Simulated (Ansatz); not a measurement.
# Pb(100) film of 3 layers: lattice stability ahead of a resistivity run, part 2 of 2

Question: is the lattice of Pb(100) film of 3 layers stable, and if so, what are its coupling constant and resistivity?

Ansatz 0.2.0; DFT PBE, scalar-relativistic, plane waves, PAW.

So far: Starting point; A first look on a coarse mesh; Relaxation; Relaxing tightly for phonons.

### Step 5. Phonons: q 2×2×1, k 4×4×1

Couplings are defined for a stable lattice alone, so phonons come first.

File input.yaml:

```yaml
crystal:
  lattice:
    - [3.4036355663, 0.0, 0.0]
    - [0.0, 3.4036355663, 0.0]
    - [0.0, 0.0, 33.699999758]
  atoms:
    - { symbol: Pb, position: [0.0, 0.0, 0.1591966224] }
    - { symbol: Pb, position: [0.5, 0.5, 0.236646886] }
    - { symbol: Pb, position: [0.0, 0.0, 0.3140971496] }
  periodic: [true, true, false]
kpoints:
  mp_grid: { grid: [4, 4, 1] }
hamiltonian:
  xc: pbe
scf:
  occupations: { method: methfessel_paxton, width: 0.2 }
output:
  eigenvalues: true
phonons:
  method: dfpt
  qmesh: [2, 2, 1]
  temperatures: { t_max: 1000, t_step: 50 }
  qpath:
    path: [[0.0, 0.0, 0.0], [0.0, 0.5, 0.0], [0.5, 0.5, 0.0], [0.0, 0.0, 0.0]]
    npoints: 10
```

Launch:

```sh
$ ansatz run input.yaml --threads 4 --pin off --max-ram 16384MiB --backend cpu --events-out ev --progress --plain --runs-dir out
```

Numbers of over 12 decimals in the logs are rounded to 6 here.

Log:

```text
Warning: crystal.symmetry: narrowed to the stabiliser of the run's FFT grids — unitary ops 16 → 8. A phonons.method: dfpt run fills in the rows of the dynamical matrix that it does not solve by its symmetry operations, which is exact only for operations that map its FFT grids onto themselves: filled in by any other, the frequencies could depend on the order in which like atoms are typed, or, by more than the grids' own error, on where the crystal sits among the grids' points. Excluded: 8 operations. The run can therefore solve more perturbations, solve them on more k-points, or both, and cost more. [rest of the remark cut]
[...]
Crystal: 3 atoms, lattice volume = 390.406 Å³
Basis set: ecut = 420 eV, 7605 PW (Γ), exchange–correlation on 48×48×480 points (8 copies of the dense FFT grid, shifted against one another)
Bands: 26, of which v1, the nominal top of the filled ones, is band 21 counted from 1 (20 counted from 0)
Symmetry: 16 space group operations
k-points: 6 of 16 (irreducible under 8 space group operations)
[...]
SCF iter   1: F=—  HF=-35718.708156 eV  |F-HF|=—  |Δ(HF+E_count)|=         —  Δρ=1.47e-3  dr2=6.20e-2  ethr=1.77e-3  ⟨swp⟩=14.5  Hψ=2410  notcnv=0
automatic band count: the SCF goes on with 31 bands, as 26 were too few: they end inside the smearing window of the response
[...]
SCF iter   2: F=—  HF=-35718.714490 eV  |F-HF|=—  |Δ(HF+E_count)|=   6.33e-3  S|Δr|=    0.00e0  Δρ=1.44e-3  dr2=1.15e-1  ethr=1.48e-4  ⟨swp⟩=2.8  Hψ=397  notcnv=0  defer=6
[...]
SCF iter  10: F=-35718.699726 eV  HF=-35718.699726 eV  |F-HF|=2.91e-11  |Δ(HF+E_count)|=  2.18e-11  S|Δr|=    0.00e0  Δρ=2.87e-8  dr2=8.00e-12  ethr=1.00e-12  ⟨swp⟩=21.3  Hψ=1650  notcnv=0
SCF 1 converged in 10 iterations: F = -35718.699726 eV  dr2 = 8.00e-12
[...]
phonons: the bands overlap, so this run is a metal and interpolates without the dipole-dipole term. If the crystal is really an insulator or semiconductor, its LO-TO splitting is missing
NSCF: frozen V_eff on 6 k-points
[...]
DFPT response loops at q = (0, 0, 0) (fractional): preconditioner auto → none (partly filled bands, converged f_vac=0.708); β = 0.50; Anderson in place of MSR1
[...]
SCF converged after 10 iterations
Stability not checked: this state was not tested for a lower state beside it, because cold or Methfessel-Paxton smearing, or corrected tetrahedra, fill the levels in a way that the test cannot read (fill_not_monotonic; see scf.lower_state_search)
Free energy (F): -35718.699726 eV
[...]
Internal energy: -35718.713644 eV  (E = F + TS)
E sigma→0 (E₀):  -35718.703205 eV
Entropy (-TS):   0.013918 eV (4.639 meV/atom)
Fermi energy:    -3.664300 eV
Step filling:    the computed levels leave a gap of 0.5393 eV = 2.7 smearing widths at the electron count; against every level under it full and every level over it empty, smearing changes F+E_penalty+E_count by +2.904 meV and its σ→0 estimate by -0.575 meV
[...]
--- Band table (eV; the first three rows and the last of 6) ---
  k-point 0: bands = [... 17 lower, -12.0966, -6.4629, -3.8901, -1.2036 (-1.2041°), -0.4892 (-0.4892°), -0.4892 (-0.4892°), -0.2999 (-0.3226°), 0.2689, ... 6 higher]
  k-point 1: bands = [... 17 lower, -11.6020, -5.7171, -5.2823, -3.9637, -2.9628, -1.7989, -0.2129 (-0.2137°), 0.4374 (0.4374°), ... 6 higher]
  k-point 2: bands = [... 17 lower, -11.8788, -7.4202, -6.8877, -6.0055, -3.3508, -1.8415, -1.1188, 1.4440 (1.4440°), ... 6 higher]
  k-point 5: bands = [... 17 lower, -10.0080, -6.2865, -6.2865, -4.9859, -4.9859, -3.1882, -3.1882, -2.5802, ... 6 higher]
  ° read free of the cell's end (the report's vacuum.weakly_bound_levels)
--- Phonons (Γ-DFPT): 6 representative perturbations + reference (Σ response iterations 39) ---
  ASR residual: 8.314e-5 → 0.000e0 eV/Å²; symmetrization residual: 9.498e-5 eV/Å²
  The last average, over the group as it would stand without the narrowing to the FFT grids, took up to 6.851e-7 eV/Å² of the zone centre's force constants
  ASR residual per site (eV/Å²): 1.79e-5 8.31e-5 1.92e-5
  Γ frequencies (cm⁻¹): 0.00 0.00 0.00 25.84 25.84 45.13 45.29 45.29 51.69
--- Phonons (arbitrary-q DFPT): 3 irreducible q on the 2×2×1 mesh ---
  q = [0.0000, 0.0000, 0.0000] (star 1, of the zone-centre solve; hermiticity 1.49e-4, symmetrization 6.38e-11, taken by the last average 5.37e-7): -0.00 -0.00 0.00 25.84 25.84 45.13 45.29 45.29 51.69
  q = [0.0000, -0.5000, 0.0000] (star 2, 9 solved perturbations in 81 linear systems a pass and spin channel, the states on 9 of 16 k-point pairs; hermiticity 3.70e-5, symmetrization 7.24e-14, taken by the last average 1.15e-7): -23.45 27.45 30.24 31.79 35.39 44.50 46.67 85.37 91.43
[...]
sum rule: each row above includes the acoustic sum rule's correction from the zone centre's row sums; it moved no ω² by more than (0.33 cm⁻¹)²
  mesh force constants: q→R imaginary residual 7.46e-18; ASR residual 8.314e-5 → 0.000e0 eV/Å²; symmetrization residual 1.332e-15 eV/Å²
  interpolated dispersion: 31 rows × 9 modes
  density of states and harmonic sums: on the 18×18×1 q-mesh, interpolated from the force constants of a 2×2×1 supercell (no non-analytic term)
  largest difference from the sums on the solved wave vectors: F 3.85e-1 eV, S 4.93e-4 and C_V 1.09e-4 eV/K
  zero-point energy: 0.025459 eV/cell   skipped modes (ω ≤ 0): 18, of them read as no rigid motion or as one in doubt: 15 (2.315e-1 modes/cell left out, lowest -23.45 cm⁻¹)   left out of the sums: 2.67e-2 of the cell's modes: C_V's classical limit lies that fraction below 3 k_B per atom; for a crystal, a wire or a layer, F and S can be off by more, and a phonons.interpolated_qmesh denser along its periods is the remedy for the sampling
```

It took 75 s on 4 threads of Arm Neoverse V1, shared host; peak memory 2.4 GiB; 4.4 min of CPU time.

The column dr2 measures how far the density is from self-consistency, as an energy; F and HF (Harris–Foulkes) agree once it is small.

This step gave:

* share of imaginary modes in the plain interpolation between solved wavevectors: 0.0231
* highest frequency, solved or plainly interpolated: 95.02 cm⁻¹

Solved on the 2×2×1 mesh alone; all other wavevectors are interpolated. Phonon branches along the path, in cm⁻¹:

```tsv
point	branch 1	branch 2	branch 3	branch 4	branch 5	branch 6	branch 7	branch 8	branch 9
Γ	0	0	0	26	26	45	45	45	52
halfway	8	18	21	27	42	45	46	61	74
X	-23	28	30	32	35	44	47	85	91
halfway	21	37	44	44	47	50	59	84	92
M	-10	46	50	58	58	58	58	95	95
halfway	22	32	33	44	46	47	57	73	76
Γ	0	0	0	26	26	45	45	45	52
```

The phonon branches as a text plot (rows in cm⁻¹):

```
     93 |              *************************
     88 |            **  *        ****          **
     83 |           ***** ********                **
     78 |         ***                             *****
     73 |       **                                  ***
     68 |      *  **                                   **
     63 |    ** **                **                   **
     58 |                        *  *******************  *****
     53 |****  *               ** *****      *******   **  ******
     48 | *************************************************   **
     43 |********************* *****         ********************
     38 |    **     ***** **  ****                **   ****
     33 |              ********                     ***  **
     28 |  **********************                      **  ***
     23 |****   *****          ***                  ***  ********
     19 |    *****                **            ****   ****
     14 | *  ***              *     **                     *****
      9 |  **** **                           ***              **
      4 | *                           *
     -1 |*                                                      *
     -6 |                              **  **
    -11 |         **        **           **
    -16 |           *
    -21 |            *******
         Γ               X               M                      Γ
```

Lowest modes at the softest wavevector of the mesh. Modes at q = (0.500, 0.000, 0.000) (negative means imaginary):

```tsv
mode	frequency (cm⁻¹)
1	-23.4
2	27.5
3	30.2
4	31.8
5	35.4
6	44.5
```

Displacements in mode 1 (-23.4 cm⁻¹), the largest set to 1, in the home cell:
```
Pb1  0.00 -1.00  0.00
Pb2  0.00  0.00  0.00
Pb3  0.00  1.00  0.00
```

Displacements in mode 5 (35.4 cm⁻¹), the largest set to 1, in the home cell:
```
Pb1 0.00 0.00 0.00
Pb2 0.00 1.00 0.00
Pb3 0.00 0.00 0.00
```

Among the solved wavevectors the lowest mode, translations apart, is -23.4 cm⁻¹, imaginary.

### Step 6. Lattice stability: q 2×2×1, k 6×6×1

An imaginary mode on so few k-points may come from the sampling, so the phonons are repeated with another k mesh.

Edit input.yaml of step 5 so:

```diff
@@ -11,3 +11,3 @@
 kpoints:
-  mp_grid: { grid: [4, 4, 1] }
+  mp_grid: { grid: [6, 6, 1] }
 hamiltonian:
```

The mesh is denser.

Log:

```text
[...]
Crystal: 3 atoms, lattice volume = 390.406 Å³
Basis set: ecut = 420 eV, 7605 PW (Γ), exchange–correlation on 48×48×480 points (8 copies of the dense FFT grid, shifted against one another)
Bands: 26, of which v1, the nominal top of the filled ones, is band 21 counted from 1 (20 counted from 0)
Symmetry: 16 space group operations
k-points: 10 of 36 (irreducible under 8 space group operations)
[...]
SCF iter   1: F=—  HF=-35718.606531 eV  |F-HF|=—  |Δ(HF+E_count)|=         —  Δρ=1.76e-3  dr2=4.27e-2  ethr=1.77e-3  ⟨swp⟩=10.4  Hψ=1669  notcnv=0
[...]
SCF iter  11: F=-35718.599888 eV  HF=-35718.599888 eV  |F-HF|=5.82e-11  |Δ(HF+E_count)|=  4.15e-10  S|Δr|=    0.00e0  Δρ=1.83e-8  dr2=1.33e-12  ethr=1.00e-12  ⟨swp⟩=18.0  Hψ=2292  notcnv=0
SCF 1 converged in 11 iterations: F = -35718.599888 eV  dr2 = 1.33e-12
[...]
SCF converged after 11 iterations
[...]
Free energy (F): -35718.599888 eV
[...]
Internal energy: -35718.596022 eV  (E = F + TS)
E sigma→0 (E₀):  -35718.598921 eV
Entropy (-TS):   -0.003865 eV (-1.288 meV/atom)
Fermi energy:    -4.081542 eV
[...]
--- Band table (eV; the first three rows and the last of 10) ---
  k-point 0: bands = [... 17 lower, -12.2752, -6.6122, -3.9752, -1.2499 (-1.2503°), -0.7166 (-0.7166°), -0.7166 (-0.7166°), -0.2774 (-0.2995°), 0.2670, ... 1 higher]
  k-point 1: bands = [... 17 lower, -12.0347, -6.2335, -4.3529, -2.6862, -2.5835, -0.5794 (-0.5796°), -0.5415 (-0.5427°), -0.2944, ... 1 higher]
  k-point 2: bands = [... 17 lower, -11.6032, -6.6076, -6.2087, -4.5663, -4.2397, -1.9725, -0.4272 (-0.4272°), 0.7649, ... 1 higher]
  k-point 9: bands = [... 17 lower, -10.1958, -6.5167, -6.5167, -5.1072, -5.1072, -3.3822, -3.3822, -2.8180, ... 1 higher]
  ° read free of the cell's end (the report's vacuum.weakly_bound_levels)
[...]
ASR residual: 1.461e-4 → 0.000e0 eV/Å²; symmetrization residual: 7.001e-5 eV/Å²
[...]
ASR residual per site (eV/Å²): 1.44e-4 1.16e-4 1.46e-4
  Γ frequencies (cm⁻¹): 0.00 0.00 0.00 8.60 8.60 38.92 38.92 40.21 74.19
--- Phonons (arbitrary-q DFPT): 3 irreducible q on the 2×2×1 mesh ---
[...]
q = [0.0000, -0.5000, 0.0000] (star 2, 9 solved perturbations on 16 of 36 k-point pairs; hermiticity 2.15e-5, symmetrization 3.91e-8, taken by the last average 6.32e-6): -31.00 -28.81 11.85 18.97 26.09 37.84 58.69 63.14 86.46
[...]
interpolated dispersion: 31 rows × 9 modes
[...]
```

Elapsed: 2.1 min, on 4 threads; peak memory 1.2 GiB.

This step gave:

* share of imaginary modes in the plain interpolation between solved wavevectors: 0.1676
* highest frequency, solved or plainly interpolated: 86.5 cm⁻¹

Solved on the 2×2×1 mesh alone; all other wavevectors are interpolated. The phonon branches at the labelled points (cm⁻¹):

```tsv
point	branch 1	branch 2	branch 3	branch 4	branch 5	branch 6	branch 7	branch 8	branch 9
Γ	0	0	0	9	9	39	39	40	74
halfway	-28	-19	-6	32	32	35	44	67	68
X	-31	-29	12	19	26	38	59	63	86
halfway	-23	8	23	24	26	47	55	56	81
M	-16	21	31	31	31	35	35	75	75
halfway	-32	21	26	30	36	36	60	60	63
Γ	0	0	0	9	9	39	39	40	74
```

The phonon branches as a text plot (rows in cm⁻¹):

```
     84 |            ************
     79 |           *            *****
     74 |****     **                  **********              ***
     69 |    *****                  ***         ****     *****
     64 |         **********                      *******
     59 |      *       ********** **                *****
     54 |    **     ***     ******                **   ****
     50 |         **             ***            **       **
     45 | ***   **             ** *****      ***           *****
     40 |****  *    ********  *     ***    **   ****          ***
     35 |    *******        ***       **************************
     30 |    ********       ** ** **************    *******
     25 |  ****     **************  ** **       **************
     20 |  **          *****  *** ****************  *****  *****
     15 | *               ****        *      ***         *****
     10 |**            ***       *  **                     ******
      5 | *          **
      0 |**         *                                           *
     -5 |  *********                **
    -10 |    **                       *
    -15 | *    *               **      *********              **
    -19 |  **   **            *   **
    -24 |    ***  ***       ** ***              **         ***
    -29 |       ***************                   *********
         Γ               X               M                      Γ
```

Lowest modes at the softest wavevector of the mesh. Modes at q = (0.000, 0.500, 0.000) (negative means imaginary):

```tsv
mode	frequency (cm⁻¹)
1	-31.0
2	-28.8
3	11.9
4	19.0
5	26.1
6	37.8
```

Displacements in mode 1 (-31.0 cm⁻¹), the largest set to 1, in the home cell:
```
Pb1  0.00  0.70  0.00
Pb2  0.00  0.00  1.00
Pb3  0.00 -0.70  0.00
```

Displacements in mode 6 (37.8 cm⁻¹), the largest set to 1, in the home cell:
```
Pb1 0.00 0.00 1.00
Pb2 0.00 0.00 0.00
Pb3 0.00 0.00 1.00
```

The modes, Pb has structure finer than the step of the table below, so its rows give means over 5 cm⁻¹, whole bins alone (the curve runs from -41.9 to 98.7 cm⁻¹). Peaks (cm⁻¹: height): -29.5: 0.116, 25.3: 0.183, 62.5: 0.0990.

Phonopy on the run's constants, 17x17x1 mesh, Gaussian sigma 2.0 cm⁻¹. Table of modes, Pb by wavenumber; means over each step:

```tsv
wavenumber (cm⁻¹)	modes, Pb (1/cm⁻¹/cell)
-35	0.0206
-30	0.102
-25	0.0654
-20	0.0399
-15	0.0301
-10	0.0241
-5	0.0192
0	0.0132
5	0.0205
10	0.0608
15	0.0597
20	0.112
25	0.176
30	0.175
35	0.166
40	0.115
45	0.0772
50	0.0697
55	0.0878
60	0.0849
65	0.0840
70	0.0678
75	0.0597
80	0.0415
85	0.0252
90	0.00271
95	6.8e-6
```

No LO-TO term; unit eigenvectors of the mass-weighted matrix. Modes at Γ:

```tsv
mode	frequency (cm⁻¹)	symmetry
1	0.0	unnamed
2	0.0	unnamed
3	0.0	unnamed
4	8.6	Eg
5	8.6	Eg
6	38.9	unnamed
7	38.9	unnamed
8	40.2	unnamed
9	74.2	A2u
```

Displacements in mode 6 (38.9 cm⁻¹), the largest set to 1:
```
Pb1 -0.08 -0.50  0.00
Pb2  0.16  1.00  0.00
Pb3 -0.08 -0.50  0.00
```

Displacements in mode 8 (40.2 cm⁻¹), the largest set to 1:
```
Pb1  0.00  0.00  1.00
Pb2  0.00  0.00  0.00
Pb3  0.00  0.00 -1.00
```

Among the solved wavevectors the lowest mode, translations apart, is -31 cm⁻¹, imaginary.

### Step 7. Results

- phonon run of the rows without a label of their own: PBE, q 2×2×1, k 6×6×1
- softest mode on the q mesh: -31 cm⁻¹ at q = (0, 0.5, 0)
- highest frequency, solved or plainly interpolated: 86.5 cm⁻¹

What this shows: The lattice is dynamically unstable at this level: a mode at q = (0, 0.5, 0) is imaginary, 31i cm⁻¹, so no harmonic coupling constant or resistivity is defined for this structure. These meshes are coarse, and single modes of a metal can move by tens of cm⁻¹ with the k mesh. The mode is weak and these meshes are coarse, so a denser k mesh or another smearing could remove it. Spin–orbit coupling, left out here, matters for Pb. The structure was built by hand as an ordered model, and its stability against other phases was not tested.

[Logs are printed without paths, hosts, clocks, repeated set-up lines and the standing remarks that a program may print on its own settings, such as how far it seeks lower states.]

[Hosts, paths, dates, database ids (printed as entryN), source tags and the programs' standing remarks are cut or masked in the printed files.]
